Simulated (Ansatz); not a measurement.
# (YN)2(CdO)2 [001] superlattice, started as rocksalt type: phonons and vibrational spectra

Wanted: vibrations and spectra of (YN)2(CdO)2 [001] superlattice, started as rocksalt type; the cell is already relaxed.

Method: DFT PBEsol, scalar-relativistic, plane waves, PAW, in Ansatz 0.2.0.

The structure was built from a prototype and need not be the compound's stable phase.

### Step 1. Set-up

It takes space group P4/nmm (No. 129, tetragonal). The conventional cell has a = 3.443 Å, b = 3.443 Å, c = 9.187 Å, α = 90.00°, β = 90.00°, γ = 90.00°. Nearest to Cd lie 5 O at 2.24 to 2.44 Å and 1 N at 2.30 Å. N has 1 Cd at 2.30 Å and 5 Y at 2.37 to 2.44 Å nearest. Nearest to O lie 5 Cd at 2.24 to 2.44 Å and 1 Y at 2.28 Å. Y has 1 O at 2.28 Å and 5 N at 2.37 to 2.44 Å nearest. Farther neighbours and most contacts between anions are not listed.

Coordinates:

```xyz
8
Lattice="2.4344 2.4344 0.0000 -2.4344 2.4344 0.0000 0.0000 0.0000 9.1868" Properties=species:S:1:pos:R:3 pbc="T T T"
Cd    0.0000    0.0000    4.5882
Cd    0.0000    2.4344    6.8953
N     0.0000    2.4344    0.0135
N     0.0000    0.0000    2.2832
O     0.0000    2.4344    4.6602
O     0.0000    0.0000    6.8233
Y     0.0000    0.0000   -0.0824
Y     0.0000    2.4344    2.3791
```

### Step 2. Zone-centre response

The cell comes from relaxations at this level that are not shown. The zone centre is the only wavevector solved here; it holds the modes that light can see, as far as symmetry allows. The response to a homogeneous field gives the Born charges and the dielectric tensor, and its change with displacement the Raman tensors.

input.yaml

```yaml
crystal:
  lattice:
    - [2.434360346, 2.434360346, 0.0]
    - [-2.434360346, 2.434360346, 0.0]
    - [0.0, 0.0, 9.1867907653]
  atoms:
    - { symbol: Cd, position: [0.0, 0.0, 0.4994300625] }
    - { symbol: Cd, position: [0.5, 0.5, 0.7505699375] }
    - { symbol: "N", position: [0.5, 0.5, 0.0014708715] }
    - { symbol: "N", position: [0.0, 0.0, 0.2485291285] }
    - { symbol: O, position: [0.5, 0.5, 0.5072742321] }
    - { symbol: O, position: [0.0, 0.0, 0.7427257679] }
    - { symbol: "Y", position: [0.0, 0.0, -0.0089702047] }
    - { symbol: "Y", position: [0.5, 0.5, 0.2589702047] }
kpoints:
  mp_grid: { grid: [8, 8, 4] }
hamiltonian:
  xc: pbesol
scf:
  occupations: { method: fixed }
output:
  eigenvalues: true
phonons:
  method: dfpt
  dielectric: true
  rigid_motions: translations
  raman: true
```

Launch:

```sh
$ ansatz run input.yaml --threads 8 --pin off --max-ram 14336MiB --backend cpu --events-out ev --progress --plain --runs-dir out
```

Numbers of over 12 decimals in the logs are rounded to 6 here.

The log of the run:

```text
Engine: ansatz 0.2.0, x86_64-unknown-linux-gnu
Pseudopotentials: kind: paw
Pseudopotential: Cd, paw, valence charge 20, recommended cutoff 420 eV (normal), Cd.paw.azcp
Pseudopotential: N, paw, valence charge 5, recommended cutoff 420 eV (normal), N.paw.azcp
Pseudopotential: O, paw, valence charge 6, recommended cutoff 420 eV (normal), O.paw.azcp
Pseudopotential: Y, paw, valence charge 11, recommended cutoff 420 eV (normal), Y.paw.azcp
Functional definition: PBEsol
  exchange = pbesol_x
  correlation = pbesol_c
Crystal: 8 atoms, lattice volume = 108.884 Å³
Basis set: ecut = 420 eV, 2123 PW (Γ), exchange–correlation on 48×48×128 points (8 copies of the dense FFT grid, shifted against one another)
Bands: 51, of which v1, the nominal top of the filled ones, is band 42 counted from 1 (41 counted from 0)
Symmetry: 16 space group operations
k-points: 78 of 256 (irreducible under 2 space group operations, time reversal used)
Non-local potential: Cd, projectors of the file, l = 0: 3, l = 1: 2, l = 2: 2, l = 3: 1
Non-local potential: N, projectors of the file, l = 0: 2, l = 1: 2, l = 2: 1
Non-local potential: O, projectors of the file, l = 0: 2, l = 1: 2, l = 2: 1
Non-local potential: Y, projectors of the file, l = 0: 3, l = 1: 2, l = 2: 2, l = 3: 1
PAW form: soft (Blöchl's): semilocal exchange-correlation on the pseudo side does not see the compensation charge
PAW frozen core: Cd, regenerated for the run's functional, and the local potential with it (the file was generated under x = pbe(κ = 0.804, μ = 0.219515), c = pbe(β = 0.066725))
PAW frozen core: N, regenerated for the run's functional, and the local potential with it (the file was generated under x = pbe(κ = 0.804, μ = 0.219515), c = pbe(β = 0.066725))
PAW frozen core: O, regenerated for the run's functional, and the local potential with it (the file was generated under x = pbe(κ = 0.804, μ = 0.219515), c = pbe(β = 0.066725))
PAW frozen core: Y, regenerated for the run's functional, and the local potential with it (the file was generated under x = pbe(κ = 0.804, μ = 0.219515), c = pbe(β = 0.066725))
PAW one-centre angular grid: Cd, 590 points (default); XC on 64 Gauss nodes
PAW one-centre angular grid: N, 110 points (default); XC on 64 Gauss nodes
PAW one-centre angular grid: O, 110 points (default); XC on 64 Gauss nodes
PAW one-centre angular grid: Y, 590 points (default); XC on 64 Gauss nodes
Initial density: superposition of atomic densities (neutral atoms: chi_scale 0, normalization atom), corrected by the library's trained network
Initial wavefunctions: pseudopotential atomic-orbital guess
Functional: x = pbesol(κ = 0.804, μ = 0.123457), c = pbesol(β = 0.046)
SCF iter   1: F=—  HF=-25843.925143 eV  |F-HF|=—  |Δ(HF+E_count)|=         —  Δρ=1.47e-2  dr2=2.29e-1  ethr=1.77e-3  ⟨swp⟩=4.9  Hψ=11822  notcnv=0  defer=533
preconditioner: auto → Resta (q_TF=auto, 2.613 Å⁻¹)  ε∞=5.3  [insulator: Δε(μ)=0.552 eV  Ē_g=13.758 eV  n_scr=30 (ndim 8)  ℏωp=28.5 eV  f_vac=0.000  ε∞_Penn≈5.3]
SCF iter   2: F=—  HF=-25843.872515 eV  |F-HF|=—  |Δ(HF+E_count)|=   5.26e-2  Δρ=3.37e-3  dr2=7.93e-3  ethr=2.72e-4  ⟨swp⟩=2.0  Hψ=6769  notcnv=0  defer=542
SCF iter   3: F=—  HF=-25843.870927 eV  |F-HF|=—  |Δ(HF+E_count)|=   1.59e-3  Δρ=1.29e-3  dr2=1.58e-3  ethr=9.45e-6  ⟨swp⟩=2.0  Hψ=5886  notcnv=0  defer=546
SCF iter   4: F=—  HF=-25843.870713 eV  |F-HF|=—  |Δ(HF+E_count)|=   2.14e-4  Δρ=6.01e-4  dr2=3.80e-4  ethr=1.88e-6  ⟨swp⟩=2.1  Hψ=4836  notcnv=0  defer=509
SCF iter   5: F=—  HF=-25843.870658 eV  |F-HF|=—  |Δ(HF+E_count)|=   5.41e-5  Δρ=1.87e-4  dr2=3.85e-5  ethr=4.53e-7  ⟨swp⟩=2.0  Hψ=5610  notcnv=0  defer=280
SCF iter   6: F=—  HF=-25843.870654 eV  |F-HF|=—  |Δ(HF+E_count)|=   4.11e-6  Δρ=5.93e-5  dr2=2.68e-6  ethr=4.59e-8  ⟨swp⟩=2.0  Hψ=4585  notcnv=0  defer=249
SCF iter   7: F=—  HF=-25843.870657 eV  |F-HF|=—  |Δ(HF+E_count)|=   2.43e-6  Δρ=9.41e-6  dr2=6.40e-8  ethr=3.19e-9  ⟨swp⟩=2.0  Hψ=4890  notcnv=0  defer=248
SCF iter   8: F=—  HF=-25843.870657 eV  |F-HF|=—  |Δ(HF+E_count)|=   6.16e-8  Δρ=1.48e-6  dr2=1.69e-9  ethr=7.62e-11  ⟨swp⟩=2.2  Hψ=5550  notcnv=0  defer=248
SCF iter   9: F=-25843.870657 eV  HF=-25843.870657 eV  |F-HF|=1.82e-11  |Δ(HF+E_count)|=   1.07e-9  Δρ=3.18e-7  dr2=9.35e-11  ethr=1.00e-12  ⟨swp⟩=11.2  Hψ=23529  notcnv=0
SCF 1 converged in 9 iterations: F = -25843.870657 eV  dr2 = 9.35e-11
  greatest PAW one-centre occupation: 1.000 electrons in one spin orbital (limit 2), on the Cd atom at site 1 (counted from 0), in its partial waves of l = 0
DFPT response loops at Γ: preconditioner auto → Resta (q_TF=auto, 2.613 Å⁻¹)  ε∞=9.2 (no band partly filled); β = 1.00, the filter's whole step (`scf.mixing.beta` (0.50) is not read by the response loops at its default; to damp them type it under 1.00, their step now; it binds the ground state too); Broyden in place of MSR1
── the response to a field inside a basis, on 18×18×8 k-points: an SCF that follows is theirs, and a resumed run solves both again ──
Bands: 43, of which v1, the nominal top of the filled ones, is band 42 counted from 1 (41 counted from 0)
k-points: 180
Initial density: handed on by an earlier stage of this run
Initial wavefunctions: pseudopotential atomic-orbital guess (no wavefunctions were taken with the density)
Eigensolver: Dense (180 Hₖ)
SCF iter   1: F=—  HF=-25843.655684 eV  |F-HF|=—  |Δ(HF+E_count)|=         —  Δρ=6.27e-4  dr2=1.21e-4  ethr=1.00e-1
preconditioner: auto → Resta (q_TF=auto, 2.613 Å⁻¹)  ε∞=7.0  [insulator: Δε(μ)=0.758 eV  Ē_g=11.640 eV  n_scr=30 (ndim 8)  ℏωp=28.5 eV  f_vac=0.000  ε∞_Penn≈7.0]
SCF iter   2: F=—  HF=-25843.655710 eV  |F-HF|=—  |Δ(HF+E_count)|=   2.62e-5  Δρ=3.13e-4  dr2=3.17e-5  ethr=1.44e-7
SCF iter   3: F=—  HF=-25843.655729 eV  |F-HF|=—  |Δ(HF+E_count)|=   1.88e-5  Δρ=1.20e-4  dr2=7.60e-6  ethr=3.77e-8
SCF iter   4: F=—  HF=-25843.655731 eV  |F-HF|=—  |Δ(HF+E_count)|=   1.42e-6  Δρ=3.37e-5  dr2=1.17e-6  ethr=9.05e-9
SCF iter   5: F=—  HF=-25843.655731 eV  |F-HF|=—  |Δ(HF+E_count)|=   8.90e-8  Δρ=1.09e-5  dr2=8.18e-8  ethr=1.39e-9
SCF iter   6: F=—  HF=-25843.655731 eV  |F-HF|=—  |Δ(HF+E_count)|=   3.75e-8  Δρ=4.88e-6  dr2=2.47e-8  ethr=9.73e-11
SCF iter   7: F=—  HF=-25843.655731 eV  |F-HF|=—  |Δ(HF+E_count)|=   3.86e-9  Δρ=1.04e-6  dr2=6.62e-10  ethr=2.94e-11
SCF iter   8: F=-25843.655731 eV  HF=-25843.655731 eV  |F-HF|=0.00e0  |Δ(HF+E_count)|=  4.80e-10  Δρ=1.30e-7  dr2=1.49e-11  ethr=1.00e-12
SCF 1 converged in 8 iterations: F = -25843.655731 eV  dr2 = 1.49e-11
  greatest PAW one-centre occupation: 1.000 electrons in one spin orbital (limit 2), on the Cd atom at site 0 (counted from 0), in its partial waves of l = 0
[...]
Γ frequencies (cm⁻¹): 0.00 0.00 0.00 86.54 86.54 91.47 91.47 136.72 136.72 170.36 179.25 179.25 187.23 211.57 235.76 235.76 269.46 269.46 288.39 288.39 354.54 484.01 536.44 538.15
  ε∞ (high-frequency dielectric tensor):
        7.835648     0.000000     0.000000
        0.000000     7.835648     0.000000
        0.000000     0.000000     7.435973
  ε⁰ (static dielectric tensor: ions relaxed, cell fixed):
       48.630522     0.000000     0.000000
        0.000000    48.630522    -0.000000
        0.000000    -0.000000    18.730734
  ε⁰ − ε∞ (ionic part):
       40.794874     0.000000     0.000000
        0.000000    40.794874    -0.000000
        0.000000    -0.000000    11.294761
  softest optical mode at Γ: 86.54 cm⁻¹; the repairs (sum rule, projections) moved no ω² at Γ by more than (3.17 cm⁻¹)²
  Born effective charges Z* (e; rows j = field, columns β = displacement):
    site 0:
         2.34219    0.00000    0.00000
         0.00000    2.34219   -0.00000
         0.00000   -0.00000    2.73294
    site 1:
         2.34219    0.00000    0.00000
         0.00000    2.34219    0.00000
         0.00000   -0.00000    2.73294
    site 2:
        -3.87696   -0.00000   -0.00000
        -0.00000   -3.87696    0.00000
         0.00000   -0.00000   -2.99119
    site 3:
        -3.87696    0.00000    0.00000
         0.00000   -3.87696    0.00000
         0.00000   -0.00000   -2.99119
    site 4:
        -2.55999   -0.00000    0.00000
        -0.00000   -2.55999    0.00000
        -0.00000    0.00000   -3.41965
    site 5:
        -2.55999   -0.00000    0.00000
        -0.00000   -2.55999   -0.00000
         0.00000   -0.00000   -3.41965
    site 6:
         4.09476    0.00000   -0.00000
         0.00000    4.09476   -0.00000
         0.00000   -0.00000    3.67791
    site 7:
         4.09476    0.00000    0.00000
         0.00000    4.09476    0.00000
         0.00000   -0.00000    3.67791
  Z* charge neutrality: 1.819e-2 e pre-enforcement
  solved inside a basis spanned on kpoints, on 18×18×8 k-points transformed towards the longest dipole, which do not settle them: ε∞ is read to err by 7.5e-2, Z* by 9.0e-2 e (field_mesh: kpoints solves on kpoints); Z* is corrected for what the basis lacks
  Raman tensors (in the event stream and the table raman_tensors.tsv): an entry may err by 3.0e-1 Å², one of the second-order susceptibility by 1.9e-17 pm/V (basis, points and sum rule); their sum over the sites missed zero by 8.882e-16 Å² ahead of its enforcement
  optical modes at Γ without the LO–TO term, one row a degenerate level:
      ω (cm⁻¹)  modes    IR ((D/Å)²/amu)  static Raman (Å⁴/amu)  depolarisation
         86.54      2             0.0000                 0.1492           0.750
         91.47      2             0.0900                 0.0000               —
        136.72      2             0.0000                 2.7809           0.750
        170.36      1             0.0000                25.8613           0.010
        179.25      2           113.5102                 0.0000               —
        187.23      1             0.0498                 0.0000               —
        211.57      1             0.0000                 2.1693           0.167
        235.76      2             0.0000                70.5086           0.750
        269.46      2            45.1369                 0.0000               —
        288.39      2             0.0000               110.0842           0.750
        354.54      1            71.5840                 0.0000               —
        484.01      1             0.0000               233.7641           0.143
        536.44      1             0.0000               917.2824           0.547
        538.15      1             1.6520                 0.0000               —
  optical modes at Γ + LO–TO along q̂ = [1.0000, 0.0000, 0.0000]:
      ω (cm⁻¹)  modes    IR ((D/Å)²/amu)  static Raman (Å⁴/amu)  depolarisation
         86.54      2             0.0000                 0.1492           0.750
         91.47      1             0.0450                 0.0000               —
         91.55      1             0.0007                 0.0000               —
        136.72      2             0.0000                 2.7809           0.750
        170.36      1             0.0000                25.8613           0.010
        179.25      1            56.7551                 0.0000               —
        187.23      1             0.0498                 0.0000               —
        211.57      1             0.0000                 2.1693           0.167
        235.76      2             0.0000                70.5086           0.750
        243.46      1             0.7847                 0.0000               —
        269.46      1            22.5685                 0.0000               —
        288.39      2             0.0000               110.0842           0.750
        354.54      1            71.5840                 0.0000               —
        484.01      1             0.0000               233.7641           0.143
        493.83      1            78.5832                 0.0000               —
        536.44      1             0.0000               917.2824           0.547
        538.15      1             1.6520                 0.0000               —
  optical modes at Γ + LO–TO along q̂ = [0.0000, 1.0000, 0.0000]:
      ω (cm⁻¹)  modes    IR ((D/Å)²/amu)  static Raman (Å⁴/amu)  depolarisation
         86.54      2             0.0000                 0.1492           0.750
         91.47      1             0.0450                 0.0000               —
         91.55      1             0.0007                 0.0000               —
        136.72      2             0.0000                 2.7809           0.750
        170.36      1             0.0000                25.8613           0.010
        179.25      1            56.7551                 0.0000               —
        187.23      1             0.0498                 0.0000               —
        211.57      1             0.0000                 2.1693           0.167
        235.76      2             0.0000                70.5086           0.750
        243.46      1             0.7847                 0.0000               —
        269.46      1            22.5685                 0.0000               —
        288.39      2             0.0000               110.0842           0.750
        354.54      1            71.5840                 0.0000               —
        484.01      1             0.0000               233.7641           0.143
        493.83      1            78.5832                 0.0000               —
        536.44      1             0.0000               917.2824           0.547
        538.15      1             1.6520                 0.0000               —
  optical modes at Γ + LO–TO along q̂ = [0.0000, 0.0000, 1.0000]:
      ω (cm⁻¹)  modes    IR ((D/Å)²/amu)  static Raman (Å⁴/amu)  depolarisation
         86.54      2             0.0000                 0.1492           0.750
         91.47      2             0.0900                 0.0000               —
        136.72      2             0.0000                 2.7809           0.750
        170.36      1             0.0000                25.8613           0.010
        179.25      2           113.5102                 0.0000               —
        187.34      1             0.0052                 0.0000               —
        211.57      1             0.0000                 2.1693           0.167
        235.76      2             0.0000                70.5086           0.750
        269.46      2            45.1369                 0.0000               —
        288.39      2             0.0000               110.0842           0.750
        484.01      1             0.0000               233.7641           0.143
        523.20      1            14.6572                 0.0000               —
        536.44      1             0.0000               917.2824           0.547
        578.42      1            58.6234                 0.0000               —
[key lines of the parts left out:]
SCF converged after 9 iterations
Free energy (F): -25843.870657 eV
Fermi energy:    12.700413 eV
```

The job ended after 6.3 min (8 threads of AMD EPYC 9R45, shared host; peak memory 4.3 GiB).

Numbers from this step:

* gap on the k-mesh: 0.7107 eV
* volume per atom: 13.61 Å³
* sum-rule residual before enforcement: 2.60e-4 eV/Å²
* miss of the charge sum rule: 0.01819 e
* estimated error of the dielectric tensor: 0.07537
* estimated error of the Born charges: 0.09004 e
* point group: 4/mmm
* highest optical mode at the zone centre (no LO-TO term): 538.1 cm⁻¹
* lowest optical zone-centre mode: 86.54 cm⁻¹
* mean high-frequency dielectric constant: 7.702
* largest Born charge (third of the trace): 3.956 e
* mean static dielectric constant: 38.66
* top of the zone-centre spectrum with the field: 578.4 cm⁻¹

Without the LO-TO term. Patterns of degenerate modes are one choice out of their space. Modes at Γ, with each element's share of the kinetic energy:

| mode | frequency (cm⁻¹) | symmetry | Cd % | N % | O % | Y % |
| --- | --- | --- | --- | --- | --- | --- |
| 1 | 0.0 | acoustic | 49 | 6 | 7 | 38 |
| 2 | 0.0 | acoustic | 49 | 6 | 7 | 38 |
| 3 | 0.0 | acoustic | 49 | 6 | 7 | 38 |
| 4 | 86.5 | Eg | 92 | 0 | 2 | 5 |
| 5 | 86.5 | Eg | 92 | 0 | 2 | 5 |
| 6 | 91.5 | Eu | 46 | 3 | 0 | 52 |
| 7 | 91.5 | Eu | 46 | 3 | 0 | 52 |
| 8 | 136.7 | Eg | 5 | 0 | 0 | 95 |
| 9 | 136.7 | Eg | 5 | 0 | 0 | 95 |
| 10 | 170.4 | A1g | 98 | 1 | 0 | 0 |
| 11 | 179.2 | Eu | 6 | 15 | 73 | 6 |
| 12 | 179.2 | Eu | 6 | 15 | 73 | 6 |
| 13 | 187.2 | A2u | 45 | 3 | 0 | 52 |
| 14 | 211.6 | A1g | 0 | 2 | 3 | 95 |
| 15 | 235.8 | Eg | 2 | 44 | 54 | 0 |
| 16 | 235.8 | Eg | 2 | 44 | 54 | 0 |
| 17 | 269.5 | Eu | 0 | 76 | 20 | 4 |
| 18 | 269.5 | Eu | 0 | 76 | 20 | 4 |
| 19 | 288.4 | Eg | 0 | 56 | 44 | 0 |
| 20 | 288.4 | Eg | 0 | 56 | 44 | 0 |
| 21 | 354.5 | A2u | 6 | 28 | 60 | 7 |
| 22 | 484.0 | A1g | 1 | 25 | 73 | 1 |
| 23 | 536.4 | A1g | 1 | 72 | 23 | 5 |
| 24 | 538.1 | A2u | 1 | 64 | 33 | 3 |

Displacements in mode 5 (86.5 cm⁻¹), the largest set to 1:
```
Cd1  0.93 -1.00  0.00
Cd2 -0.93  1.00  0.00
N3  -0.13  0.13  0.00
N4   0.13 -0.13  0.00
O5   0.36 -0.39  0.00
O6  -0.36  0.39  0.00
Y7  -0.25  0.27  0.00
Y8   0.25 -0.27  0.00
```

Displacements in mode 24 (538.1 cm⁻¹), the largest set to 1:
```
Cd1  0.00  0.00  0.04
Cd2  0.00  0.00  0.04
N3   0.00  0.00  1.00
N4   0.00  0.00  1.00
O5   0.00  0.00 -0.67
O6   0.00  0.00 -0.67
Y7   0.00  0.00 -0.08
Y8   0.00  0.00 -0.08
```

High-frequency dielectric tensor, which the program warns is not settled by the k meshes in reach. Tensor:

|  | x | y | z |
| --- | --- | --- | --- |
| x | 7.836 | 0 | 0 |
| y | 0 | 7.836 | 0 |
| z | 0 | 0 | 7.436 |

Static dielectric tensor, which the program warns is not settled by the k meshes in reach. Tensor:

|  | x | y | z |
| --- | --- | --- | --- |
| x | 48.63 | 0 | 0 |
| y | 0 | 48.63 | 0 |
| z | 0 | 0 | 18.73 |

Optical modes at the zone centre, without and with the macroscopic field of the longitudinal modes; each column is sorted by frequency, so a row need not hold one and the same mode. Modes with and without the field, by row:

| rank among optical modes | no field (cm⁻¹) | q along (1, 0, 0) (cm⁻¹) | q along (0, 0, 1) (cm⁻¹) |
| --- | --- | --- | --- |
| 1 | 86.5 | 86.5 | 86.5 |
| 2 | 86.5 | 86.5 | 86.5 |
| 3 | 91.5 | 91.5 | 91.5 |
| 4 | 91.5 | 91.5 | 91.5 |
| 5 | 136.7 | 136.7 | 136.7 |
| 6 | 136.7 | 136.7 | 136.7 |
| 7 | 170.4 | 170.4 | 170.4 |
| 8 | 179.2 | 179.2 | 179.2 |
| 9 | 179.2 | 187.2 | 179.2 |
| 10 | 187.2 | 211.6 | 187.3 |
| 11 | 211.6 | 235.8 | 211.6 |
| 12 | 235.8 | 235.8 | 235.8 |
| 13 | 235.8 | 243.5 | 235.8 |
| 14 | 269.5 | 269.5 | 269.5 |
| 15 | 269.5 | 288.4 | 269.5 |
| 16 | 288.4 | 288.4 | 288.4 |
| 17 | 288.4 | 354.5 | 288.4 |
| 18 | 354.5 | 484 | 484 |
| 19 | 484 | 493.8 | 523.2 |
| 20 | 536.4 | 536.4 | 536.4 |
| 21 | 538.1 | 538.1 | 578.4 |

Born charge (rows field, columns displacement) (e), principal values of the symmetric part by kind of site:

| atom | atoms with these values | low | middle | high | mean |
| --- | --- | --- | --- | --- | --- |
| Cd1 | 2 | 2.34 | 2.34 | 2.73 | 2.47 |
| N3 | 2 | -3.88 | -3.88 | -2.99 | -3.58 |
| O5 | 2 | -3.42 | -2.56 | -2.56 | -2.85 |
| Y7 | 2 | 3.68 | 4.09 | 4.09 | 3.96 |

In full for Cd1:

```
2.34 0.00 0.00
0.00 2.34 0.00
0.00 0.00 2.73
```

(Part 1 of 2 ends here.)

[Logs are printed without paths, hosts, clocks, repeated set-up lines and the standing remarks that a program may print on its own settings, such as how far it seeks lower states.]

[Hosts, paths, dates, database ids (printed as entryN), source tags and the programs' standing remarks are cut or masked in the printed files.]
